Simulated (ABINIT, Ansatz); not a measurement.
# AlN (P6_3mc): the empty states on the mesh step of ABINIT by different routes

Wanted: parallel efficiency and the cost of each switch for one step on AlN (P6_3mc).

Main program and level: ABINIT 10.8.3; PBE and many-body steps on it, plane waves.

The database entry behind the starting cell differs from other determinations of this structure, so it need not match the best structure at room temperature.

## (1) The system as given

Symmetry: P6_3mc, No. 186, hexagonal system. Conventional cell: a = 3.113 Å, b = 3.113 Å, c = 4.981 Å, α = 90.00°, β = 90.00°, γ = 120.00°. Nearest to Al lie 4 N at 1.89 Å. N has 4 Al at 1.89 Å nearest. Farther neighbours, and contacts between anions beyond the nearest, are not listed.

Structure file:

```cif
data_structure
_symmetry_space_group_name_H-M 'P 1'
_symmetry_Int_Tables_number 1
_cell_length_a 3.1130
_cell_length_b 3.1130
_cell_length_c 4.9810
_cell_angle_alpha 90.000
_cell_angle_beta 90.000
_cell_angle_gamma 120.000
_cell_volume 41.80
loop_
_atom_site_label
_atom_site_type_symbol
_atom_site_fract_x
_atom_site_fract_y
_atom_site_fract_z
_atom_site_occupancy
Al1 Al 0.33333 0.66667 0.00000 1
Al2 Al 0.66667 0.33333 0.50000 1
N3 N 0.33333 0.66667 0.38000 1
N4 N 0.66667 0.33333 0.88000 1
```

The cell and positions come from the Crystallography Open Database and are kept as given unless a step says otherwise.

## (2) Base

This step: ABINIT 10.8.3; DFT, PBE, plane waves, norm-conserving pseudopotentials.

The sums over transitions need many empty states on a uniform mesh; this step solves for them.

Contents of run.abi:

```
acell 3*1.0 Angstrom
rprim 
  3.113000000011 -0.000000000003 0.000000000000
  -1.556500000003 2.695937081992 0.000000000000
  0.000000000000 0.000000000000 4.981000000000
ntypat 2
znucl 13 7
natom 4
typat 1 1 2 2
xred 
  0.333333333333 0.666666666667 0.000000000000
  0.666666666667 0.333333333333 0.500000000000
  0.333333333333 0.666666666667 0.380000000000
  0.666666666667 0.333333333333 0.880000000000
pp_dirpath "pseudos"
pseudos "Al.upf, N.upf"
ecut 36
ngkpt 6 6 4
nshiftk 1
shiftk 0 0 0
kptopt 1
chksymbreak 0
iscf -2
irdden 1
istwfk *1
nband 144
nbdbuf 12
tolwfr 1e-09
nstep 60
prtvol 0
indata_prefix "in"
outdata_prefix "out"
tmpdata_prefix "tmp"
```

On the command line:

```bash
OMP_NUM_THREADS=1 mpirun -n 56 abinit run.abi > log
```

What it wrote:

```text
.Version 10.8.3 of ABINIT. v10.8.2 released Aug 2026.

 Symmetries : space group P6_3 m c (#186); Bravais hP (primitive hexag.)
[... echo of the input left out ...]
== DATASET  1 ==================================================================
-   mpi_nproc: 56, omp_nthreads: 1 (-1 if OMP is not activated)
-    --> not optimal distribution: autoparal keyword recommended in input file <--

--- !DatasetInfo
iteration_state: {dtset: 1, }
dimensions: {natom: 4, nkpt: 21, mband: 144, nsppol: 1, nspinor: 1, nspden: 1, mpw: 2934, }
cutoff_energies: {ecut:  36.0, pawecutdg:  -1.0, }
electrons: {nelect:   1.60000000E+01, charge:   0.00000000E+00, occopt:   1.00000000E+00, tsmear:   1.00000000E-02, }

 Real(R)+Recip(G) space primitive vectors, cartesian coordinates (Bohr,Bohr^-1):
 R(1)=  5.8827174  0.0000000  0.0000000  G(1)=  0.1699895  0.0981435  0.0000000
 R(2)= -2.9413587  5.0945827  0.0000000  G(2)=  0.0000000  0.1962869  0.0000000
 R(3)=  0.0000000  0.0000000  9.4127258  G(3)=  0.0000000  0.0000000  0.1062392
 Unit cell volume ucvol=  2.8209931E+02 bohr^3
 Angles (23,13,12)=  9.00000000E+01  9.00000000E+01  1.20000000E+02 degrees

 getcut: wavevector=  0.0000  0.0000  0.0000  ngfft=  32  32  54
         ecut(hartree)=     36.000   => boxcut(ratio)=   2.01398

--- Pseudopotential description ------------------------------------------------
- Al Generated using ONCVPSP code by D. R. Hamann
- 13.00000   3.00000  171031                  znucl, zion, pspdat
12 -101130 2 -1 1876                          pspcod,pspxc,lmax,lloc,mmax
     nproj     2     2     2
  pspatm : epsatm=    4.08140545
         --- l  ekb(1:nproj) -->
             0    5.126667    0.728291
             1    7.287548    0.832437
             2   -2.770497   -0.637722
 pspatm: atomic psp has been read  and splines computed

- N Generated using ONCVPSP code by D. R. Hamann
-  7.00000   5.00000  171031                  znucl, zion, pspdat
12 -101130 1 -1 1058                          pspcod,pspxc,lmax,lloc,mmax
     nproj     2     2     0
  pspatm : epsatm=    5.20977870
         --- l  ekb(1:nproj) -->
[...]
pspatm: atomic psp has been read  and splines computed

--------------------------------------------------------------------------------

================================================================================
 prteigrs : about to open file out_EIG
 Non-SCF case, kpt    1 (  0.00000  0.00000  0.00000), residuals and eigenvalues=
  3.62E-10  5.61E-10  8.34E-10  2.77E-10  6.08E-10  5.01E-10  6.86E-10  3.86E-10
  6.33E-10  2.90E-10  6.18E-10  1.85E-10  3.42E-10  2.14E-10  2.68E-10  6.12E-10
  2.11E-10  5.73E-10  2.87E-10  1.37E-10  5.93E-10  5.96E-10  1.94E-10  2.99E-10
[...]
-3.6127E-01 -2.8223E-01 -2.4254E-02  1.6476E-01  1.6476E-01  1.8869E-01
  1.8869E-01  1.9530E-01  3.5040E-01  4.4063E-01  5.8456E-01  6.0656E-01
  6.0656E-01  6.7958E-01  6.7973E-01  6.7973E-01  7.2946E-01  7.2946E-01
[...]
4.1806E+00  4.1806E+00  4.2174E+00  4.2442E+00  4.3078E+00  4.3078E+00
  4.3181E+00  4.5190E+00  4.5194E+00  4.5413E+00  4.6110E+00  4.6245E+00
 prteigrs : prtvol=0 or 1, do not print more k-points.

--- !ResultsGS
iteration_state: {dtset: 1, }
comment   : Summary of ground state results
lattice_vectors:
- [  5.8827174,  -0.0000000,   0.0000000, ]
- [ -2.9413587,   5.0945827,   0.0000000, ]
- [  0.0000000,   0.0000000,   9.4127258, ]
lattice_lengths: [   5.88272,    5.88272,    9.41273, ]
lattice_angles: [ 90.000,  90.000, 120.000, ] # degrees, (23, 13, 12)
lattice_volume:   2.8209931E+02
convergence: {deltae:  0.000E+00, res2:  0.000E+00, residm:  9.993E-10, diffor:  0.000E+00, }
etotal    :  -2.55880884E+01
entropy   :   0.00000000E+00
fermie    :   1.95302428E-01
cartesian_stress_tensor: null
pressure_GPa: null
xred      :
- [  3.3333E-01,   6.6667E-01,   1.1102E-16, Al]
- [  6.6667E-01,   3.3333E-01,   5.0000E-01, Al]
- [  3.3333E-01,   6.6667E-01,   3.8000E-01,  N]
- [  6.6667E-01,   3.3333E-01,   8.8000E-01,  N]
cartesian_forces: null
force_length_stats: {min: null, max: null, mean: null, }

 Integrated electronic density in atomic spheres:
 ------------------------------------------------
 Atom  Sphere_radius  Integrated_density
[...]
================================================================================

 ----iterations are completed or convergence reached----

 Mean square residual over all n,k,spin=   40.710E-11; max=  99.925E-11
 reduced coordinates (array xred) for    4 atoms
[...]
0.333333      0.666667      0.380000
       0.666667      0.333333      0.880000

 cartesian coordinates (angstrom) at end:
    1      1.67e-12     1.797291     0.000000
    2      1.556500     0.898646     2.490500
    3      1.67e-12     1.797291     1.892780
    4      1.556500     0.898646     4.383280
 length scales=  1.889726  1.889726  1.889726 bohr
              =  1.000000  1.000000  1.000000 angstroms
 prteigrs : about to open file out_EIG
 Eigenvalues (hartree) for nkpt=  21  k points:
 kpt#   1, nband=144, wtk=  0.00694, kpt=  0.0000  0.0000  0.0000 (reduced coord)
[...]
4.03379    4.04660    4.05944    4.05944    4.18062    4.18062    4.21737    4.24421
   4.30782    4.30782    4.31810    4.51904    4.51936    4.54125    4.61100    4.62450
 prteigrs : prtvol=0 or 1, do not print more k-points.

== END DATASET(S) ==============================================================
================================================================================

 -outvars: echo values of variables after computation  --------
            nband         144
             nkpt          21
          spgroup         186
 [... the other variables as echoed above ...]

 Calculation completed.
```

Elapsed: 24 s, on 56 MPI ranks of Arm Neoverse N1, host not shared; peak memory 3.3 GiB.

This step gave:

- gap: 4.220 eV
- k of the valence top: 0, 0, 0
- k of the conduction bottom: 0, 0, 0
- least direct gap: 4.220 eV
- k points computed: 21
- lowest point of the top converged band, above the valence top: 105.1486 eV

On this mesh the gap is 4.220 eV.

The density comes from a self-consistent run that is not shown.

## (3) Ranks (8 × 1)

run.abi is that of step 2.

On the command line:

```bash
OMP_NUM_THREADS=1 mpirun -n 8 abinit run.abi > log
```

What it wrote:

```text
.Version 10.8.3 of ABINIT. v10.8.2 released Aug 2026.

 Symmetries : space group P6_3 m c (#186); Bravais hP (primitive hexag.)
[... echo of the input left out ...]
== DATASET  1 ==================================================================
-   mpi_nproc: 8, omp_nthreads: 1 (-1 if OMP is not activated)

--- !DatasetInfo
iteration_state: {dtset: 1, }
dimensions: {natom: 4, nkpt: 21, mband: 144, nsppol: 1, nspinor: 1, nspden: 1, mpw: 2934, }
cutoff_energies: {ecut:  36.0, pawecutdg:  -1.0, }
[...]
4.03379    4.04660    4.05944    4.05944    4.18062    4.18062    4.21737    4.24421
   4.30782    4.30782    4.31810    4.51904    4.51936    4.54125    4.61100    4.62450
 prteigrs : prtvol=0 or 1, do not print more k-points.

== END DATASET(S) ==============================================================
================================================================================

 -outvars: echo values of variables after computation  --------
            nband         144
             nkpt          21
          spgroup         186
 [... the other variables as echoed above ...]

 Calculation completed.
```

Wall time 56 s (8 MPI ranks); peak memory 0.63 GiB; 7.5 min of CPU time.

This step gave:

```
gap                                                           : 4.220 eV
k of the valence top                                          : 0, 0, 0
k of the conduction bottom                                    : 0, 0, 0
least direct gap                                              : 4.220 eV
k points computed                                             : 21
lowest point of the top converged band, above the valence top : 105.1486 eV
```

On this mesh the gap is 4.220 eV.

## (4) Ranks (16 × 1)

run.abi is that of step 3.

On the command line:

```bash
OMP_NUM_THREADS=1 mpirun -n 16 abinit run.abi > log
```

What it wrote:

```text
.Version 10.8.3 of ABINIT. v10.8.2 released Aug 2026.

 Symmetries : space group P6_3 m c (#186); Bravais hP (primitive hexag.)
[... echo of the input left out ...]
== DATASET  1 ==================================================================
-   mpi_nproc: 16, omp_nthreads: 1 (-1 if OMP is not activated)
-    --> not optimal distribution: autoparal keyword recommended in input file <--

--- !DatasetInfo
iteration_state: {dtset: 1, }
dimensions: {natom: 4, nkpt: 21, mband: 144, nsppol: 1, nspinor: 1, nspden: 1, mpw: 2934, }
cutoff_energies: {ecut:  36.0, pawecutdg:  -1.0, }
[...]
4.03379    4.04660    4.05944    4.05944    4.18062    4.18062    4.21737    4.24421
   4.30782    4.30782    4.31810    4.51904    4.51936    4.54125    4.61100    4.62450
 prteigrs : prtvol=0 or 1, do not print more k-points.

== END DATASET(S) ==============================================================
================================================================================

 -outvars: echo values of variables after computation  --------
            nband         144
             nkpt          21
          spgroup         186
 [... the other variables as echoed above ...]

 Calculation completed.
```

Run time: 39 s. Hardware: 16 MPI ranks; peak memory 1.1 GiB.

Read from the output:

| Quantity | Value |
| --- | --- |
| gap | 4.220 eV |
| k of the valence top | 0, 0, 0 |
| k of the conduction bottom | 0, 0, 0 |
| least direct gap | 4.220 eV |
| k points computed | 21 |
| lowest point of the top converged band, above the valence top | 105.1486 eV |

On this mesh the gap is 4.220 eV.

## (5) LOBPCG

run.abi, as its differences from that of step 4:

```diff
@@ -30,2 +30,7 @@
 prtvol 0
+wfoptalg 114
+paral_kgb 1
+np_spkpt 7
+npband 1
+npfft 1
 indata_prefix "in"
```

On the command line:

```bash
OMP_NUM_THREADS=1 mpirun -n 7 abinit run.abi > log
```

What it wrote:

```text
.Version 10.8.3 of ABINIT. v10.8.2 released Aug 2026.

 Symmetries : space group P6_3 m c (#186); Bravais hP (primitive hexag.)
[... echo of the input left out ...]
== DATASET  1 ==================================================================
-   mpi_nproc: 7, omp_nthreads: 1 (-1 if OMP is not activated)

--- !DatasetInfo
iteration_state: {dtset: 1, }
dimensions: {natom: 4, nkpt: 21, mband: 144, nsppol: 1, nspinor: 1, nspden: 1, mpw: 2934, }
cutoff_energies: {ecut:  36.0, pawecutdg:  -1.0, }
[...]
4.03379    4.04660    4.05944    4.05944    4.18062    4.18062    4.21737    4.24421
   4.30782    4.30782    4.31810    4.51900    4.51901    4.54098    4.60834    4.60905
 prteigrs : prtvol=0 or 1, do not print more k-points.

== END DATASET(S) ==============================================================
================================================================================

 -outvars: echo values of variables after computation  --------
            nband         144
             nkpt          21
          spgroup         186
 [... the other variables as echoed above ...]

 Calculation completed.
```

The job ended after 82 s (7 MPI ranks; peak memory 1.1 GiB).

Numbers from this step:

```yaml
gap: 4.220 eV
k_of_the_valence_top: 0, 0, 0
k_of_the_conduction_bottom: 0, 0, 0
least_direct_gap: 4.220 eV
k_points_computed: 21
lowest_point_of_the_top_converged_band_above_the_valence_top: 105.1486 eV
```

On this mesh the gap is 4.220 eV.

## (6) Chebyshev filtering

run.abi, as its differences from that of step 5:

```diff
@@ -30,3 +30,3 @@
 prtvol 0
-wfoptalg 114
+wfoptalg 111
 paral_kgb 1
```

What it wrote:

```text
.Version 10.8.3 of ABINIT. v10.8.2 released Aug 2026.

 Symmetries : space group P6_3 m c (#186); Bravais hP (primitive hexag.)
[... echo of the input left out ...]
== DATASET  1 ==================================================================
-   mpi_nproc: 7, omp_nthreads: 1 (-1 if OMP is not activated)

--- !DatasetInfo
iteration_state: {dtset: 1, }
dimensions: {natom: 4, nkpt: 21, mband: 144, nsppol: 1, nspinor: 1, nspden: 1, mpw: 2934, }
cutoff_energies: {ecut:  36.0, pawecutdg:  -1.0, }
[...]
4.03379    4.04660    4.05944    4.05944    4.18062    4.18062    4.21737    4.24421
   4.30782    4.30782    4.31810    4.51910    4.52105    4.54238    4.61438    4.63322
 prteigrs : prtvol=0 or 1, do not print more k-points.

== END DATASET(S) ==============================================================
================================================================================

 -outvars: echo values of variables after computation  --------
            nband         144
             nkpt          21
          spgroup         186
 [... the other variables as echoed above ...]

 Calculation completed.
```

Run time: 88 s. Hardware: 7 MPI ranks; peak memory 0.8 GiB.

Read from the output:

| Item | Value |
| --- | --- |
| gap | 4.220 eV |
| k of the valence top | 0, 0, 0 |
| k of the conduction bottom | 0, 0, 0 |
| least direct gap | 4.220 eV |
| k points computed | 21 |
| lowest point of the top converged band, above the valence top | 105.1486 eV |

On this mesh the gap is 4.220 eV.

## (7) Line minimisations

run.abi, as its differences from that of step 6:

```diff
@@ -30,7 +30,3 @@
 prtvol 0
-wfoptalg 111
-paral_kgb 1
-np_spkpt 7
-npband 1
-npfft 1
+nline 8
 indata_prefix "in"
```

On the command line:

```bash
OMP_NUM_THREADS=1 mpirun -n 56 abinit run.abi > log
```

What it wrote:

```text
.Version 10.8.3 of ABINIT. v10.8.2 released Aug 2026.

 Symmetries : space group P6_3 m c (#186); Bravais hP (primitive hexag.)
[... echo of the input left out ...]
== DATASET  1 ==================================================================
-   mpi_nproc: 56, omp_nthreads: 1 (-1 if OMP is not activated)
-    --> not optimal distribution: autoparal keyword recommended in input file <--

--- !DatasetInfo
iteration_state: {dtset: 1, }
dimensions: {natom: 4, nkpt: 21, mband: 144, nsppol: 1, nspinor: 1, nspden: 1, mpw: 2934, }
cutoff_energies: {ecut:  36.0, pawecutdg:  -1.0, }
[...]
4.03379    4.04660    4.05944    4.05944    4.18062    4.18062    4.21737    4.24421
   4.30782    4.30782    4.31810    4.51900    4.51900    4.54097    4.60861    4.60998
 prteigrs : prtvol=0 or 1, do not print more k-points.

== END DATASET(S) ==============================================================
================================================================================

 -outvars: echo values of variables after computation  --------
            nband         144
             nkpt          21
          spgroup         186
 [... the other variables as echoed above ...]

 Calculation completed.
```

It took 23 s on 56 MPI ranks; peak memory 3.3 GiB; 21 min of CPU time.

Read from the output:

* gap: 4.220 eV
* k of the valence top: 0, 0, 0
* k of the conduction bottom: 0, 0, 0
* least direct gap: 4.220 eV
* k points computed: 21
* lowest point of the top converged band, above the valence top: 105.1486 eV

On this mesh the gap is 4.220 eV.

(Continued in part 2 of 2.)

[Long decimals in the printed logs are rounded to 6 places.]

[Logs are printed without paths, hosts, clocks, repeated set-up lines and the standing remarks that a program may print on its own settings, such as how far it seeks lower states.]

[Paths, hosts, dates, memory and timing lines, banners, echoed tables and standing remarks are left out of the program output; an Ansatz launch command may be rebuilt from the run's recorded settings. Measured values are a selection of at most five: reports struck by readers or far from the other reports are left out. None is set beside runs whose start may be inverted or whose files or cutoffs have a known fault.]

[Runs of the session that timed out or met a known fault of the program may be left out.]

[Hosts, paths, dates, database ids (printed as entryN), source tags and the programs' standing remarks are cut or masked in the printed files.]

[G0W0 gaps are taken among the corrected bands and points alone; a level outside them can change the order at an edge.]

[Where Ansatz stands beside ABINIT at settings called matched, ABINIT's density can come from a denser mesh and the files from another edition; pairs whose starting gaps differed by over 0.03 eV were left out, so agreement reads better than it is.]
